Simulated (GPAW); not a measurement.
**A 9-layer slab of Pt(110): work function by functional and basis**

Wanted: work functions and dipole of a 9-layer slab of Pt(110), with the cost of each level.

Program: GPAW 26.7.0. Level of theory: GPAW, PAW setups; slab in vacuum, relaxation, in the first sound run; inputs show where later runs differ. Results are calculated unless marked as measured.

Report form: the programs' logs are mostly left out.

### 1. Set-up

The cell holds 9 atoms: 9 Pt. Its edges and angles: a = 3.920 Å, b = 2.772 Å, c = 27.087 Å, α = 90.0°, β = 90.0°, γ = 90.0°. Vacuum lies along c.

Coordinates:

```
Pt
1.0
     3.92000    0.00000    0.00000
     0.00000    2.77186    0.00000
     0.00000    0.00000   27.08743
Pt
9
Direct
  0.00000 0.00000 0.29534
  0.50000 0.50000 0.34650
  0.00000 0.00000 0.39767
  0.50000 0.50000 0.44883
  0.00000 0.00000 0.50000
  0.50000 0.50000 0.55117
  0.00000 0.00000 0.60233
  0.50000 0.50000 0.65350
  0.00000 0.00000 0.70466
```

### 2. Relaxation

Forces are removed first; all later runs use this geometry. The lowest 4 atoms are held at bulk positions and keep their forces.

Input file run.py:

```python
import json
import numpy as np
from ase import Atoms
from ase.constraints import FixAtoms
from ase.optimize import BFGS
from gpaw import GPAW, PW

slab = Atoms(
    ['Pt', 'Pt', 'Pt', 'Pt', 'Pt', 'Pt', 'Pt', 'Pt', 'Pt'],
    positions=[
        [0.00000, 0.00000, 8.00000],
        [1.96000, 1.38593, 9.38593],
        [0.00000, 0.00000, 10.77186],
        [1.96000, 1.38593, 12.15779],
        [0.00000, 0.00000, 13.54372],
        [1.96000, 1.38593, 14.92965],
        [0.00000, 0.00000, 16.31558],
        [1.96000, 1.38593, 17.70151],
        [0.00000, 0.00000, 19.08743]],
    cell=[[3.92, 0.0, 0.0], [0.0, 2.77186, 0.0], [0.0, 0.0, 27.08743]],
    pbc=[True, True, False])

slab.calc = GPAW(mode=PW(400), xc='PBE', kpts={'size': (8, 11, 1), 'gamma': True},
                 occupations={'name': 'fermi-dirac', 'width': 0.1}, nbands='160%',
                 convergence={'density': 1e-05}, maxiter=200,
                 poissonsolver={'dipolelayer': 'xy'},
                 symmetry={'tolerance': 1e-3, 'extra_ids': [1, 1, 1, 1, 0, 0, 0, 0, 0]}, txt='slab.txt')
result = {}
slab.set_constraint(FixAtoms([0, 1, 2, 3]))
path = []
opt = BFGS(slab, maxstep=0.2)
opt.attach(lambda: path.append((slab.get_potential_energy(), slab.positions.tolist(), slab.get_forces().tolist())))
result['relaxed'] = bool(opt.run(fmax=0.03, steps=40))
result['path'] = path
energy = slab.get_potential_energy()
fermi = slab.calc.get_fermi_level()
v = slab.calc.get_electrostatic_potential().mean((0, 1)) - fermi
n = slab.calc.get_pseudo_density().mean((0, 1))
L = slab.cell[2, 2]
z = np.arange(len(v)) * L / len(v)
low, high = slab.positions[:, 2].min(), slab.positions[:, 2].max()
below, above = np.interp([low - 5.8, high + 5.8], z, v)
slopes = [np.interp(x, z, np.gradient(v, z)) for x in (low - 5.8, high + 5.8)]
eps = np.array([[slab.calc.get_eigenvalues(k, s) for k in range(len(slab.calc.get_ibz_k_points()))]
                for s in range(slab.calc.get_number_of_spins())]) - fermi
top, bottom = eps[eps < 0].max(), eps[eps > 0].min()
dipole = slab.get_dipole_moment()[2]
print(f'energy {energy:.4f} eV, Fermi level {fermi:.4f} eV, dipole {dipole:.5f} e A')
print(f'potential 5.8 A off the faces, from the Fermi level: lower {below:.4f} eV, upper {above:.4f} eV')
print(f'slope of the potential there: lower {slopes[0]:.5f}, upper {slopes[1]:.5f} eV/A')
print(f'nearest levels on the mesh: {top:.4f} and {bottom:.4f} eV')
print('magnetic moment', round(slab.get_magnetic_moment(), 3))
result.update(energy=energy, fermi=fermi, dipole=dipole, below=below, above=above, slopes=slopes, edges=[top, bottom],
              z=z.tolist(), v=v.tolist(), n=n.tolist(), positions=slab.positions.tolist(),
              forces=slab.get_forces(apply_constraint=False).tolist(), moments=slab.get_magnetic_moments().tolist())
json.dump(result, open('result.json', 'w'))
```

On the command line:

```sh
> OMP_NUM_THREADS=1 OPENBLAS_NUM_THREADS=1 python run.py
```

Wall time 2.8 h (1 thread of Arm Neoverse V2, shared host); peak memory 0.55 GiB.

Relaxation path:

```csv
step,energy less that of the first step (eV),largest force (eV/Å)
1,0.0000,1.0744
2,-0.0176,0.9207
3,-0.0690,0.2654
4,-0.0720,0.2587
5,-0.0769,0.2419
6,-0.0818,0.2584
7,-0.0872,0.2416
8,-0.0911,0.2690
9,-0.0952,0.2994
10,-0.0993,0.2692
11,-0.1024,0.1548
12,-0.1038,0.0570
13,-0.1041,0.0505
14,-0.1043,0.0442
15,-0.1044,0.0303
16,-0.1044,0.0123
```

The atoms that moved most (Å):

```csv
atom,dx,dy,dz,length
Pt8,0.000,0.000,0.249,0.249
Pt7,0.000,0.000,0.118,0.118
Pt9,0.000,0.000,0.106,0.106
Pt6,0.000,0.000,0.092,0.092
Pt5,0.000,0.000,0.058,0.058
```

Final coordinates:

```xyz
9
Lattice="3.9200 0.0000 0.0000 0.0000 2.7719 0.0000 0.0000 0.0000 27.0874" Properties=species:S:1:pos:R:3
Pt    0.0000    0.0000    8.0000
Pt    1.9600    1.3859    9.3859
Pt    0.0000    0.0000   10.7719
Pt    1.9600    1.3859   12.1578
Pt    0.0000    0.0000   13.6019
Pt    1.9600    1.3859   15.0215
Pt    0.0000    0.0000   16.4337
Pt    1.9600    1.3859   17.9502
Pt    0.0000    0.0000   19.1931
```

This step gave:

```yaml
dipole_along_the_normal: 4.75e-4 e·Å
levels_nearest_the_fermi_level_on_the_mesh: -6.27e-4, 0.002351 eV from the Fermi level
upper_work_function: 5.299 eV
lower_work_function: 5.300 eV
```

The electrostatic potential energy of an electron (without an applied field's), less the Fermi level, planar mean oscillates, so the rows of the table below give means over windows of 1.41 Å about each position, cut where the curve ends. Its maxima inside the range that stand out by 2 % of the span (Å: eV): 8.7: -7.77, 10.1: -8.35, 11.5: -8.33, 12.9: -7.27, 14.3: -7.65, 15.7: -7.76, 17.2: -6.15, 18.5: -10.6. Its minima: 8.0: -14.9, 9.4: -15.9, 10.7: -16.0, 12.1: -15.9, 13.7: -15.7, 15.1: -15.8, 16.5: -15.6, 18.0: -16.1, 19.2: -15.5.

The electrostatic potential energy of an electron (without an applied field's), less the Fermi level, planar mean by z; means over each step:

z (Å), electrostatic potential energy of an electron (without an applied field's), less the Fermi level, planar mean (eV) and a bar from the least value:
```
     0.70        5.3 ##############################
     2.11        5.3 ##############################
     3.52        5.3 ##############################
     4.93        5.3 ##############################
     6.34        4.5 #############################
     7.75       -8.5 ######
     9.16      -11.8 
    10.57      -12.1 
    11.98      -11.9 
    13.39      -11.5 #
    14.80      -11.7 #
    16.21      -11.5 #
    17.62      -11.2 ##
    19.03      -11.9 
    20.44        2.8 ##########################
    21.85        5.2 ##############################
    23.26        5.3 ##############################
    24.67        5.3 ##############################
    26.08        5.3 ##############################
```

The pseudo valence density, planar mean oscillates, so the rows of the table below give means over windows of 1.41 Å about each position, cut where the curve ends. Its maxima inside the range that stand out by 2 % of the span (Å: e/Å³): 8.0: 1.52, 9.3: 1.54, 10.8: 1.54, 12.1: 1.56, 13.7: 1.54, 15.0: 1.53, 16.5: 1.54, 18.0: 1.57, 19.1: 1.47. Its minima: 8.7: 0.649, 10.2: 0.675, 11.5: 0.642, 12.8: 0.615, 14.3: 0.612, 15.8: 0.640, 17.1: 0.550, 18.6: 0.807.

Table of pseudo valence density, planar mean by z; means over each step:

z (Å), pseudo valence density, planar mean (e/Å³) and a bar:
```
     3.52       0.00 
     4.93       0.00 
     6.34       0.04 #
     7.75       0.89 #########################
     9.16       1.05 #############################
    10.57       1.06 ##############################
    11.98       1.05 #############################
    13.39       1.03 #############################
    14.80       1.04 #############################
    16.21       1.04 #############################
    17.62       1.00 ############################
    19.03       1.08 ##############################
    20.44       0.13 ####
    21.85       0.00 
    23.26       0.00
```

The relaxation lowered the energy of the cell by 0.104 eV (energies extrapolated to zero smearing; the optimiser's log prints free energies). The largest force left on a free atom is 0.012 eV/Å.

### 3. Plane waves, PBE

With the geometry fixed, the planar mean of the potential gives the vacuum level on each side.

This step: GPAW, PAW setups; slab in vacuum (GPAW 26.7.0).

Edit run.py of step 2 so:

```diff
@@ -3,4 +3,2 @@
 from ase import Atoms
-from ase.constraints import FixAtoms
-from ase.optimize import BFGS
 from gpaw import GPAW, PW
@@ -14,7 +12,7 @@
         [1.96000, 1.38593, 12.15779],
-        [0.00000, 0.00000, 13.54372],
-        [1.96000, 1.38593, 14.92965],
-        [0.00000, 0.00000, 16.31558],
-        [1.96000, 1.38593, 17.70151],
-        [0.00000, 0.00000, 19.08743]],
+        [0.00000, 0.00000, 13.60192],
+        [1.96000, 1.38593, 15.02150],
+        [0.00000, -0.00000, 16.43370],
+        [1.96000, 1.38593, 17.95016],
+        [0.00000, 0.00000, 19.19313]],
     cell=[[3.92, 0.0, 0.0], [0.0, 2.77186, 0.0], [0.0, 0.0, 27.08743]],
@@ -26,10 +24,4 @@
                  poissonsolver={'dipolelayer': 'xy'},
-                 symmetry={'tolerance': 1e-3, 'extra_ids': [1, 1, 1, 1, 0, 0, 0, 0, 0]}, txt='slab.txt')
+                 symmetry={'tolerance': 1e-3}, txt='slab.txt')
 result = {}
-slab.set_constraint(FixAtoms([0, 1, 2, 3]))
-path = []
-opt = BFGS(slab, maxstep=0.2)
-opt.attach(lambda: path.append((slab.get_potential_energy(), slab.positions.tolist(), slab.get_forces().tolist())))
-result['relaxed'] = bool(opt.run(fmax=0.03, steps=40))
-result['path'] = path
 energy = slab.get_potential_energy()
```

Wall time 22 min (1 thread); peak memory 0.55 GiB.

Numbers from this step:

* dipole along the normal: 3.47e-4 e·Å
* levels nearest the Fermi level on the mesh: -6.48e-4, 0.002377 eV from the Fermi level
* upper work function: 5.298 eV

The electrostatic potential energy of an electron (without an applied field's), less the Fermi level, planar mean oscillates, so the rows of the table below give means over windows of 1.41 Å about each position, cut where the curve ends. Its maxima inside the range that stand out by 2 % of the span (Å: eV): 8.7: -7.77, 10.1: -8.35, 11.5: -8.33, 12.9: -7.27, 14.3: -7.65, 15.7: -7.76, 17.2: -6.15, 18.5: -10.6. Its minima: 8.0: -14.9, 9.4: -15.9, 10.7: -16.0, 12.1: -15.9, 13.7: -15.7, 15.1: -15.8, 16.5: -15.6, 18.0: -16.1, 19.2: -15.5.

Electrostatic potential energy of an electron (without an applied field's), less the Fermi level, planar mean against z; means over each step:

```csv
z (Å),"electrostatic potential energy of an electron (without an applied field's), less the Fermi level, planar mean (eV)"
0.70,5.30
2.11,5.30
3.52,5.30
4.93,5.28
6.34,4.49
7.75,-8.49
9.16,-11.8
10.57,-12.1
11.98,-11.9
13.39,-11.5
14.80,-11.7
16.21,-11.5
17.62,-11.2
19.03,-11.9
20.44,2.76
21.85,5.25
23.26,5.30
24.67,5.30
26.08,5.30
```

The pseudo valence density, planar mean oscillates, so the rows of the table below give means over windows of 1.41 Å about each position, cut where the curve ends. Its maxima inside the range that stand out by 2 % of the span (Å: e/Å³): 8.0: 1.52, 9.3: 1.54, 10.8: 1.54, 12.1: 1.56, 13.7: 1.54, 15.0: 1.53, 16.5: 1.54, 18.0: 1.57, 19.1: 1.47. Its minima: 8.7: 0.649, 10.2: 0.675, 11.5: 0.642, 12.8: 0.615, 14.3: 0.612, 15.8: 0.640, 17.1: 0.550, 18.6: 0.807.

The pseudo valence density, planar mean by z; means over each step:

```csv
z (Å),"pseudo valence density, planar mean (e/Å³)"
3.52,1.6e-5
4.93,7.0e-4
6.34,0.0397
7.75,0.886
9.16,1.05
10.57,1.06
11.98,1.05
13.39,1.03
14.80,1.04
16.21,1.04
17.62,1.00
19.03,1.08
20.44,0.126
21.85,0.00219
23.26,4.5e-5
```

Force by atom:

```csv
atom,x (eV/Å),y (eV/Å),z (eV/Å),size
Pt1,0.00,0.00,0.37,0.37
Pt2,0.00,0.00,-1.07,1.07
Pt3,0.00,0.00,0.15,0.15
Pt4,0.00,0.00,0.55,0.55
Pt5,0.00,0.00,-0.01,0.01
Pt6,0.00,0.00,0.01,0.01
Pt7,0.00,0.00,0.01,0.01
Pt8,0.00,0.00,-0.01,0.01
Pt9,0.00,0.00,0.01,0.01
```

The potential is flat to 8.0e-5 eV/Å where it is read, so the vacuum is wide enough.

### 4. Self-consistent run

The same geometry under vdW-DF2, to see how far the functional moves the levels against the vacuum (the van der Waals functionals take revPBE setups).

Edit run.py of step 3 so:

```diff
@@ -20,3 +20,3 @@
 
-slab.calc = GPAW(mode=PW(400), xc='PBE', kpts={'size': (8, 11, 1), 'gamma': True},
+slab.calc = GPAW(mode=PW(400), xc='vdW-DF2', kpts={'size': (8, 11, 1), 'gamma': True},
                  occupations={'name': 'fermi-dirac', 'width': 0.1}, nbands='160%',
```

Run time: 29 min. Hardware: 1 thread; peak memory 0.72 GiB.

The run was cut off at its time limit.

### 5. Self-consistent run: xc = "RPBE"

The same geometry under RPBE, to see how far the functional moves the levels against the vacuum.

Edit run.py of step 4 so:

```diff
@@ -20,3 +20,3 @@
 
-slab.calc = GPAW(mode=PW(400), xc='vdW-DF2', kpts={'size': (8, 11, 1), 'gamma': True},
+slab.calc = GPAW(mode=PW(400), xc='RPBE', kpts={'size': (8, 11, 1), 'gamma': True},
                  occupations={'name': 'fermi-dirac', 'width': 0.1}, nbands='160%',
```

Run time: 20 min. Hardware: 1 thread; peak memory 0.55 GiB.

Numbers from this step:

| Item | Value |
| --- | --- |
| dipole along the normal | 2.60e-4 e·Å |
| levels nearest the Fermi level on the mesh | -5.71e-4, 4.78e-4 eV from the Fermi level |
| upper work function | 5.140 eV |
| lower work function | 5.141 eV |

The electrostatic potential energy of an electron (without an applied field's), less the Fermi level, planar mean oscillates, so the rows of the table below give means over windows of 1.41 Å about each position, cut where the curve ends. Its maxima inside the range that stand out by 2 % of the span (Å: eV): 8.7: -7.85, 10.1: -8.43, 11.5: -8.41, 12.9: -7.35, 14.3: -7.73, 15.7: -7.84, 17.2: -6.24, 18.5: -10.7. Its minima: 8.0: -15.0, 9.4: -15.9, 10.7: -16.0, 12.1: -15.9, 13.7: -15.7, 15.1: -15.8, 16.5: -15.6, 18.0: -16.2, 19.2: -15.5.

The electrostatic potential energy of an electron (without an applied field's), less the Fermi level, planar mean by z; means over each step:

```csv
z (Å),"electrostatic potential energy of an electron (without an applied field's), less the Fermi level, planar mean (eV)"
0.70,5.14
2.11,5.14
3.52,5.14
4.93,5.12
6.34,4.33
7.75,-8.59
9.16,-11.9
10.57,-12.2
11.98,-12.0
13.39,-11.6
14.80,-11.8
16.21,-11.6
17.62,-11.3
19.03,-12.0
20.44,2.62
21.85,5.09
23.26,5.14
24.67,5.14
26.08,5.14
```

The pseudo valence density, planar mean oscillates, so the rows of the table below give means over windows of 1.41 Å about each position, cut where the curve ends. Its maxima inside the range that stand out by 2 % of the span (Å: e/Å³): 8.0: 1.52, 9.3: 1.54, 10.8: 1.55, 12.1: 1.56, 13.7: 1.54, 15.0: 1.53, 16.5: 1.55, 18.0: 1.57, 19.1: 1.47. Its minima: 8.7: 0.648, 10.2: 0.675, 11.5: 0.642, 12.8: 0.615, 14.3: 0.611, 15.8: 0.640, 17.1: 0.549, 18.6: 0.807.

The pseudo valence density, planar mean by z; means over each step:

```csv
z (Å),"pseudo valence density, planar mean (e/Å³)"
3.52,1.9e-5
4.93,7.2e-4
6.34,0.0394
7.75,0.886
9.16,1.05
10.57,1.06
11.98,1.05
13.39,1.03
14.80,1.04
16.21,1.04
17.62,1.00
19.03,1.08
20.44,0.126
21.85,0.00220
23.26,5.0e-5
```

Force by atom:

```csv
atom,x (eV/Å),y (eV/Å),z (eV/Å),size
Pt1,0.00,0.00,0.09,0.09
Pt2,0.00,0.00,-1.12,1.12
Pt3,0.00,0.00,0.16,0.16
Pt4,0.00,0.00,0.57,0.57
Pt5,0.00,0.00,-0.01,0.01
Pt6,0.00,0.00,0.01,0.01
Pt7,0.00,0.00,0.01,0.01
Pt8,0.00,0.00,-0.01,0.01
Pt9,0.00,0.00,0.30,0.30
```

The upper face's work function is 5.140 eV, against 5.298 eV in the first plane-wave PBE run at this geometry.

### 6. Self-consistent run

The same geometry under revPBE, to see how far the functional moves the levels against the vacuum.

Edit run.py of step 5 so:

```diff
@@ -20,3 +20,3 @@
 
-slab.calc = GPAW(mode=PW(400), xc='RPBE', kpts={'size': (8, 11, 1), 'gamma': True},
+slab.calc = GPAW(mode=PW(400), xc='revPBE', kpts={'size': (8, 11, 1), 'gamma': True},
                  occupations={'name': 'fermi-dirac', 'width': 0.1}, nbands='160%',
```

Run time: 19 min. Hardware: 1 thread; peak memory 0.55 GiB.

The run was cut off at its time limit.

### 7. Self-consistent run

The same geometry under LDA, to see how far the functional moves the levels against the vacuum.

Edit run.py of step 6 so:

```diff
@@ -20,3 +20,3 @@
 
-slab.calc = GPAW(mode=PW(400), xc='revPBE', kpts={'size': (8, 11, 1), 'gamma': True},
+slab.calc = GPAW(mode=PW(400), xc='LDA', kpts={'size': (8, 11, 1), 'gamma': True},
                  occupations={'name': 'fermi-dirac', 'width': 0.1}, nbands='160%',
```

The job ended after 5.4 min (1 thread; peak memory 0.55 GiB).

The run was cut off at its time limit.

### 8. OptPBE vdW

The same geometry under optPBE-vdW, to see how far the functional moves the levels against the vacuum (the van der Waals functionals take revPBE setups).

Edit run.py of step 7 so:

```diff
@@ -20,3 +20,3 @@
 
-slab.calc = GPAW(mode=PW(400), xc='LDA', kpts={'size': (8, 11, 1), 'gamma': True},
+slab.calc = GPAW(mode=PW(400), xc='optPBE-vdW', kpts={'size': (8, 11, 1), 'gamma': True},
                  occupations={'name': 'fermi-dirac', 'width': 0.1}, nbands='160%',
```

Run time: 20 s. Hardware: 1 thread; peak memory 0.56 GiB.

The run was cut off at its time limit.

### 9. Real-space grid

A real-space grid is a second complete basis, so it checks the plane-wave result.

Edit run.py of step 8 so:

```diff
@@ -3,3 +3,3 @@
 from ase import Atoms
-from gpaw import GPAW, PW
+from gpaw import GPAW
 
@@ -20,3 +20,3 @@
 
-slab.calc = GPAW(mode=PW(400), xc='optPBE-vdW', kpts={'size': (8, 11, 1), 'gamma': True},
+slab.calc = GPAW(mode='fd', h=0.18, xc='PBE', kpts={'size': (8, 11, 1), 'gamma': True},
                  occupations={'name': 'fermi-dirac', 'width': 0.1}, nbands='160%',
```

Run time: 20 s. Hardware: 1 thread; peak memory 3 GiB.

The run was cut off at its time limit.

### 10. Side by side

Results and costs are gathered.

This step: comparison of work functions, dipole and cost (GPAW 26.7.0).

Ladder, by row:

```csv
step,code,"work function, upper (eV)","work function, lower (eV)",dipole (e Å),wall time (s),peak memory (GiB),threads
pw,GPAW,5.298,5.3,3.47e-4,1328,0.55,1
RPBE,GPAW,5.14,5.141,2.60e-4,1221,0.55,1
```

### 11. A changed run

One more run, with changed settings.

This step: GPAW, PAW setups; slab in vacuum (GPAW 26.7.0).

Edit run.py of step 9 so:

```diff
@@ -3,3 +3,3 @@
 from ase import Atoms
-from gpaw import GPAW
+from gpaw import GPAW, PW
 
@@ -20,5 +20,5 @@
 
-slab.calc = GPAW(mode='fd', h=0.18, xc='PBE', kpts={'size': (8, 11, 1), 'gamma': True},
+slab.calc = GPAW(mode=PW(400), xc='PBE', kpts={'size': (8, 11, 1), 'gamma': True},
                  occupations={'name': 'fermi-dirac', 'width': 0.1}, nbands='160%',
-                 convergence={'density': 1e-05}, maxiter=200,
+                 convergence={'density': 1e-05}, maxiter=100,
                  poissonsolver={'dipolelayer': 'xy'},
@@ -33,4 +33,4 @@
 low, high = slab.positions[:, 2].min(), slab.positions[:, 2].max()
-below, above = np.interp([low - 5.8, high + 5.8], z, v)
-slopes = [np.interp(x, z, np.gradient(v, z)) for x in (low - 5.8, high + 5.8)]
+below, above = np.interp([low - 1.0, high + 1.0], z, v)
+slopes = [np.interp(x, z, np.gradient(v, z)) for x in (low - 1.0, high + 1.0)]
 eps = np.array([[slab.calc.get_eigenvalues(k, s) for k in range(len(slab.calc.get_ibz_k_points()))]
@@ -40,3 +40,3 @@
 print(f'energy {energy:.4f} eV, Fermi level {fermi:.4f} eV, dipole {dipole:.5f} e A')
-print(f'potential 5.8 A off the faces, from the Fermi level: lower {below:.4f} eV, upper {above:.4f} eV')
+print(f'potential 1.0 A off the faces, from the Fermi level: lower {below:.4f} eV, upper {above:.4f} eV')
 print(f'slope of the potential there: lower {slopes[0]:.5f}, upper {slopes[1]:.5f} eV/A')
```

It took 20 s on 1 thread; peak memory 0.54 GiB.

The run was cut off at its time limit.

The fault put into the input: the potential probed 1 A off the face (probe = 1.0).

### 12. Summary of results

```json
{
  "work function, both faces": "5.30 eV",
  "dipole along the normal": "3.5e-4 e Å, near the numerical noise"
}
```

With plane waves and PBE the work function is 5.30 eV on the upper face and 5.30 eV on the lower. The measured value for this face is 5.53 eV (as compiled in "Anisotropic work function of elemental crystals", 2019, arxiv:1902.07811); the relaxed upper face lies 0.23 eV under it with PBE. Measured work functions scatter by a tenth of an eV or more between methods. The clean face reconstructs (W and Mo (100) only when cold), while this slab is an unreconstructed 1×1 cell, so the two are not the same surface. The small printed dipole stands for a step of -5.8 meV from the lower to the upper face, and the probes find -1.6 meV; values this small are near the numerical noise of both. The in-plane lattice was kept as typed, which isn't the functional's own and leaves some strain; spin-orbit coupling and temperature are left out.

[Logs are printed without paths, hosts, clocks, repeated set-up lines and the standing remarks that a program may print on its own settings, such as how far it seeks lower states.]

[Hosts, paths, dates, database ids (printed as entryN), source tags and the programs' standing remarks are cut or masked in the printed files.]
